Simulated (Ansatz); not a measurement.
# Quasiparticle gap of LiH (Fm-3m)

Aim: the quasiparticle gap of LiH (Fm-3m), starting from PBE.

Method: PBE, then G0W0 on it, plane waves, PAW, in Ansatz 0.2.0.

The database entry behind the starting cell differs from later determinations by our own check (the deuteride, about 0.2 % short), so it need not match the best structure at ambient conditions.

**1. The structure**

Symmetry: Fm-3m, No. 225, cubic system. The conventional cell has a = 4.074 Å, b = 4.074 Å, c = 4.074 Å, α = 90.00°, β = 90.00°, γ = 90.00°. Li has 6 H at 2.04 Å nearest. H has 6 Li at 2.04 Å nearest. Farther neighbours are not listed.

As a file:

```cif
data_structure
_symmetry_space_group_name_H-M 'P 1'
_symmetry_Int_Tables_number 1
_cell_length_a 2.8804
_cell_length_b 2.8804
_cell_length_c 2.8804
_cell_angle_alpha 60.000
_cell_angle_beta 60.000
_cell_angle_gamma 60.000
_cell_volume 16.90
loop_
_atom_site_label
_atom_site_type_symbol
_atom_site_fract_x
_atom_site_fract_y
_atom_site_fract_z
_atom_site_occupancy
Li1 Li 0.00000 0.00000 0.00000 1
H2 H 0.50000 0.50000 0.50000 1
```

The cell and positions come from the Crystallography Open Database and are kept as given unless a step says otherwise. The default PAW set here is soft_2. Its files were made with PBE.

**2. The PBE band structure**

Levels along a band path and on the mesh show where this functional puts the band edges.

This step: DFT, PBE, plane waves, PAW.

The input, input.yaml:

```yaml
crystal:
  lattice:
    - [0.0, 2.03675, 2.03675]
    - [2.03675, 0.0, 2.03675]
    - [2.03675, 2.03675, 0.0]
  atoms:
    - { symbol: Li, position: [0.0, 0.0, 0.0] }
    - { symbol: H, position: [0.5, 0.5, 0.5] }
kpoints:
  mp_grid: { grid: [10, 10, 10] }
  band_path:
    path:
      - [[0.0, 0.0, 0.0], [0.5, 0.0, 0.5], [0.625, 0.25, 0.625]]
      - [[0.375, 0.375, 0.75], [0.0, 0.0, 0.0], [0.5, 0.5, 0.5], [0.5, 0.25, 0.75], [0.5, 0.0, 0.5]]
    npoints: 10
hamiltonian:
  xc: pbe
scf:
  occupations: { method: fermi_dirac, width: 0.02 }
  n_extra_bands: 4
output:
  eigenvalues: true
  write_density: true
  write_potential: true
  elf: true
  volumetric_format: npy
```

Launch:

```console
$ ansatz run input.yaml --threads 3 --pin off --max-ram 92160MiB --backend cuda --events-out ev --progress --plain --runs-dir out --devices 1 --max-vram 13GiB  # rebuilt from the run's record
```

Numbers of over 12 decimals in the logs are rounded to 6 here.

Output:

```text
scf.n_extra_bands = 4 over 2 filled bands (N_el = 4.0): the run solves 6 bands
GPUs: using 1 of 1 available (devices: 1).
Engine: ansatz 0.2.0, x86_64-unknown-linux-gnu
Pseudopotentials: kind: paw
Pseudopotential: Li, paw, valence charge 3, recommended cutoff 420 eV (normal), Li.paw.azcp
Pseudopotential: H, paw, valence charge 1, recommended cutoff 420 eV (normal), H.paw.azcp
Functional definition: PBE
  parameter kappa = 0.804
  parameter beta = 0.066725
  exchange = pbe_x(kappa = kappa, mu = beta*pi^2/3)
  correlation = pbe_c(beta = beta)
device memory: the entry about to start is reckoned to put 0.9 GiB on a device that reports 31.9 GiB free (of which the cap on the GPU budget leaves the run 13.0 GiB)
GPU FFT provider: cuFFT
GPU libraries: cuBLAS 13.8.2, cuFFT 12.4.0, cuSOLVER 12.3.4
Crystal: 2 atoms, lattice volume = 16.898 Å³
Basis set: ecut = 420 eV, 331 PW (Γ)
Bands: 6, of which v1, the nominal top of the filled ones, is band 2 counted from 1 (1 counted from 0)
Symmetry: 48 space group operations
Space group: Fm-3m (ITA 225), of the structure as read, at distance tolerance 2.6e-5 Å
k-points: 47 of 1000
Non-local potential: Li, projectors of the file, l = 0: 3, l = 1: 2, l = 2: 1
Non-local potential: H, projectors of the file, l = 0: 2, l = 1: 1
PAW form: soft (Blöchl's): semilocal exchange-correlation on the pseudo side does not see the compensation charge
PAW one-centre angular grid: Li, 110 points (default); XC on 64 Gauss nodes
PAW one-centre angular grid: H, 110 points (default); XC on 64 Gauss nodes
Initial density: superposition of atomic densities (neutral atoms: chi_scale 0, normalization atom), corrected by the library's trained network
Initial wavefunctions: pseudopotential atomic-orbital guess
GPU buffer pool allocated for 8000 grid points (all kernels)
GPU transforms: local potential and band sums: pruned to the plane-wave sphere, on 20×20×20
Functional: x = pbe(κ = 0.804, μ = 0.219515), c = pbe(β = 0.066725)
SCF iter   1: F=—  HF=-221.387340 eV  |F-HF|=—  |Δ(HF+E_count)|=         —  Δρ=9.20e-4  dr2=7.06e-5  ethr=1.77e-3  ⟨swp⟩=5.0  Hψ=2381  notcnv=0
preconditioner: auto → none  [insulator: Δε(μ)=3.006 eV  Ē_g=13.716 eV  σ=0.020 eV  W_gap=1.00  n_scr=0 (ndim 8)  ℏωp=12.8 eV  f_vac=0.000  D(μ)=0.00/eV (n_scr^D=0)  ε∞_Penn≈1.9]
SCF iter   2: F=—  HF=-221.387400 eV  |F-HF|=—  |Δ(HF+E_count)|=   5.96e-5  Δρ=3.88e-4  dr2=1.11e-5  ethr=1.76e-6  ⟨swp⟩=1.8  Hψ=695  notcnv=0
SCF iter   3: F=—  HF=-221.387417 eV  |F-HF|=—  |Δ(HF+E_count)|=   1.68e-5  Δρ=5.82e-5  dr2=3.79e-7  ethr=2.77e-7  ⟨swp⟩=2.0  Hψ=329  notcnv=0
iter 4 did not close the SCF: its close was put off for the readings that it lacked (scf_convergence_deferred on its scf_iter line)
SCF iter   4: F=-221.387418 eV  HF=-221.387418 eV  |F-HF|=4.27e-9  |Δ(HF+E_count)|=   8.19e-7  Δρ=7.46e-6  dr2=6.29e-9  ethr=9.46e-9  ⟨swp⟩=2.0  Hψ=329  notcnv=0
iter 5 did not close the SCF: its close was put off for the readings that it lacked (scf_convergence_deferred on its scf_iter line)
SCF iter   5: F=-221.387418 eV  HF=-221.387418 eV  |F-HF|=4.46e-11  |Δ(HF+E_count)|=   2.11e-9  Δρ=1.17e-6  dr2=1.03e-10  ethr=1.57e-10  ⟨swp⟩=2.0  Hψ=366  notcnv=0
SCF iter   6: F=-221.387418 eV  HF=-221.387418 eV  |F-HF|=6.54e-13  |Δ(HF+E_count)|=  9.04e-11  Δρ=1.15e-7  dr2=2.33e-12  ethr=2.56e-12  ⟨swp⟩=1.0  Hψ=799  notcnv=0
SCF 1 converged in 6 iterations: F = -221.387418 eV  dr2 = 2.33e-12
  greatest PAW one-centre occupation: 1.000 electrons in one spin orbital (limit 2), on the Li atom at site 0 (counted from 0), in its partial waves of l = 0
device memory: the entry about to start is reckoned to put 0.5 GiB on a device that reports 30.8 GiB free (of which the cap on the GPU budget leaves the run 13.0 GiB)
NSCF: frozen V_eff on 62 k-points, pencils in batches of 32, up to order 32
SCF converged after 6 iterations
Free energy (F): -221.387418 eV
Harris-Foulkes:  -221.387418 eV  (|F-HF|=6.54e-13)
Internal energy: -221.387418 eV  (E = F + TS)
E sigma→0 (E₀):  -221.387418 eV
Fermi energy:    1.995396 eV
--- Per-component energies (eV) ---
  E_band       = -91.087112
  E_kinetic    = 35.604327
  E_local      = -126.380224  (includes V_loc(G=0)·N_el)
  E_nonlocal   = -31.778872
  E_hartree    = 35.368355
  E_xc         = -20.073283
  E_vxc        = -25.907131  (∫ρ·V_xc dr)
  E_paw        = -21.533772  (= ΣΔE_a)
  E_vpaw       = -13.360894  (= ΣTr[D̂ρ^β])
  E_aug_tail   = -0.001031  (compensation charges beyond the density's cutoff)
  E_ewald      = -92.592916
  E_smearing   = -0.000000  (= −TS)
  E_closure    = -0.000000  (closes the sum)
  Σ components = -221.387418   (vs F -221.387418, Δ=0.00e0)
--- Band table (eV; the first three rows and the last of 47) ---
  k-point 0: bands = ["-43.8334", "-4.7739", "15.9629", "17.8814", "17.8814", "17.8814"]
  k-point 1: bands = ["-43.8298", "-4.5997", "14.6160", "16.8763", "17.5123", "17.5123"]
  k-point 2: bands = ["-43.8202", "-4.0899", "11.5251", "15.6231", "16.9129", "16.9129"]
  k-point 46: bands = ["-43.7830", "0.2989", "4.9236", "6.6799", "11.8033", "17.5356"]
```

It took 5.9 s on 1 × NVIDIA H100 80GB HBM3 (shared by 6 runs) with 3 threads of AMD EPYC 7R13 (Zen 3), shared host; peak memory 0.86 GiB; 7.3 s of CPU time.

Numbers from this step:

```yaml
filled_bands: 2
gap: 3.020 eV
valence_top_at: X
conduction_bottom_at: X
least_direct_gap: 3.020 eV
```

Over mesh and path the gap is 3.020 eV, direct, at k = (0.500, 0.000, 0.500).

Electronic bands along the path, in eV, zero at the top of the highest nominally filled band; v1 is the highest filled band, c1 the lowest empty one:

```csv
point,v2,v1,c1,c2,c3,c4
Γ,-44.32,-5.26,15.48,17.40,17.40,17.40
halfway,-44.29,-3.76,10.12,12.73,12.73,15.94
X,-44.27,0.00,3.02,10.58,10.58,13.69
halfway,-44.27,-0.08,3.30,8.95,10.86,15.48
U,-44.27,-0.47,4.13,7.41,11.68,15.67
jump to K,-44.27,-0.47,4.13,7.41,11.68,15.67
halfway,-44.29,-3.67,9.75,9.88,15.64,16.98
Γ,-44.32,-5.26,15.48,17.40,17.40,17.40
halfway,-44.30,-4.21,9.46,14.60,16.21,16.21
L,-44.28,-2.49,4.79,13.25,16.06,16.06
halfway,-44.27,-1.61,5.00,8.66,12.92,15.96
W,-44.27,-0.20,5.23,5.23,11.40,17.12
halfway,-44.27,-0.10,3.58,7.93,10.99,16.82
X,-44.27,0.00,3.02,10.58,10.58,13.69
```

The electronic bands as a text plot (rows in eV, shown from -8.0 to 9.0 only):

```
    8.7 |       +      +       +                      +       +
    8.0 |               ++   ++              +
    7.2 |                 +++++                        +     +
    6.5 |        +                            +         +   +
    5.8 |                   +                  +           +
    5.1 |         ++       +                    ++++++++++++
    4.4 |                 +                                 +
    3.7 |           +   ++                                   ++
    3.0 |            +++                                       ++
    2.3 |
    1.6 |
    0.9 |
    0.2 |            ****                                   *****
   -0.6 |           *    **                             ****
   -1.3 |         **       **                         **
   -2.0 |        *           **                     **
   -2.7 |                      *               *****
   -3.4 |       *               *             *
   -4.1 |    ***                 *          **
   -4.8 |  **                     ***    ***
   -5.5 |**                          ****
   -6.2 |
   -6.9 |
   -7.6 |
         Γ           X  U|K            Γ         L        W     X
```

Electrostatic potential energy in the ac plane of the conventional cell at fractional y = 0.000, with atoms of Li and H within 0.2 Å of it. With pseudopotentials it is smooth inside the atoms' cores, unlike the true potential.

Ten even steps from '_' (-36 eV) to '@' (4 eV), each cell a mean:
```
..--**@@@@@@==::**@@@@%%++::
==**%%@@@@@@@@%%@@@@@@@@##++
%%%%@@@@@@@@@@@@@@@@@@@@@@%%
@@@@@@@@@@@@@@@@@@@@@@@@@@@@
@@@@@@@@@@%%****##@@@@@@@@@@
++%%@@@@%%**--::==##@@@@@@**
__++@@@@%%==..__::**@@@@%%::
::**@@@@%%++::..--**@@@@@@==
%%@@@@@@@@##++==**%%@@@@@@@@
@@@@@@@@@@@@%%%%%%@@@@@@@@@@
@@@@@@@@@@@@@@@@@@@@@@@@@@@@
**##@@@@@@@@@@@@@@@@@@@@%%**
::==##@@@@@@**++%%@@@@%%**--
__::**@@@@%%::__++@@@@%%==..
```
Columns run along a (4.1 Å; values clipped at the 3rd and 97th percentile), rows up along c (4.1 Å), edges of the conventional cell, whose origin can differ from the input's. Atoms in or near the plane, at fractional coordinates: Li at (0.00, 0.00), Li at (0.50, 0.50), H at (0.50, 0.00), H at (0.00, 0.50).

ELF in the ac plane of the conventional cell at fractional y = 0.000, with atoms of Li and H within 0.2 Å of it. It is the smooth field of the valence electrons, not physical close to the nuclei.

Values in units of 1e-1, 14 rows by 14 columns, each cell a mean:
```
 9.4  6.6  1.2  2.3  8.4  9.9 10.0 10.0 10.0  9.7  6.1  0.9  3.2  8.3
 4.0  1.8  0.4  2.0  7.0  9.4  9.9  9.9  9.8  8.9  4.7  0.8  0.9  3.2
 1.0  0.9  0.9  1.5  4.1  7.0  8.4  8.6  8.0  5.9  2.5  1.0  0.8  0.9
 6.3  5.8  4.1  2.0  1.5  2.0  2.3  2.4  2.2  1.6  1.3  2.5  4.7  6.1
 9.8  9.4  8.0  4.1  0.9  0.4  1.2  1.9  1.0  0.4  1.6  5.9  8.9  9.7
10.0  9.9  9.4  5.8  0.9  1.8  6.6  7.6  4.9  1.0  2.2  8.0  9.8 10.0
10.0 10.0  9.8  6.3  1.0  4.0  9.4  9.9  7.6  1.9  2.4  8.6  9.9 10.0
10.0 10.0  9.7  6.1  0.9  3.2  8.3  9.4  6.6  1.2  2.3  8.4  9.9 10.0
 9.9  9.8  8.9  4.7  0.8  0.9  3.2  4.0  1.8  0.4  2.0  7.0  9.4  9.9
 8.6  8.0  5.9  2.5  1.0  0.8  0.9  1.0  0.9  0.9  1.5  4.1  7.0  8.4
 2.4  2.2  1.6  1.3  2.5  4.7  6.1  6.3  5.8  4.1  2.0  1.5  2.0  2.3
 1.9  1.0  0.4  1.6  5.9  8.9  9.7  9.8  9.4  8.0  4.1  0.9  0.4  1.2
 7.6  4.9  1.0  2.2  8.0  9.8 10.0 10.0  9.9  9.4  5.8  0.9  1.8  6.6
 9.9  7.6  1.9  2.4  8.6  9.9 10.0 10.0 10.0  9.8  6.3  1.0  4.0  9.4
```
Columns run along a (4.1 Å), rows up along c (4.1 Å), edges of the conventional cell, whose origin can differ from the input's. Atoms in or near the plane, at fractional coordinates: Li at (0.00, 0.00), Li at (0.50, 0.50), H at (0.50, 0.00), H at (0.00, 0.50).

(Continued in part 2 of 2.)

[Paths, hosts, dates, memory and timing lines, banners, echoed tables and standing remarks are left out of the program output.]

[Logs are printed without paths, hosts, clocks, repeated set-up lines and the standing remarks that a program may print on its own settings, such as how far it seeks lower states.]

[Runs of the session that timed out or met a known fault of the program may be left out.]

[Cells called generated may have been cut or substituted from an entry of the Crystallography Open Database or the Materials Project.]

[Hosts, paths, dates, database ids (printed as entryN), source tags and the programs' standing remarks are cut or masked in the printed files.]

[Where an RPA ε∞ is given, it is that of the G0W0 mesh and is not shown converged in it. Names of k-points follow the symmetry that the program found, which can be lower than the space group named. Band edges on a path are those of the sampled points; other points can move an edge, and change direct to indirect where valleys lie close.]

[Hybrid gaps are those of their k-mesh and are not shown converged in it.]
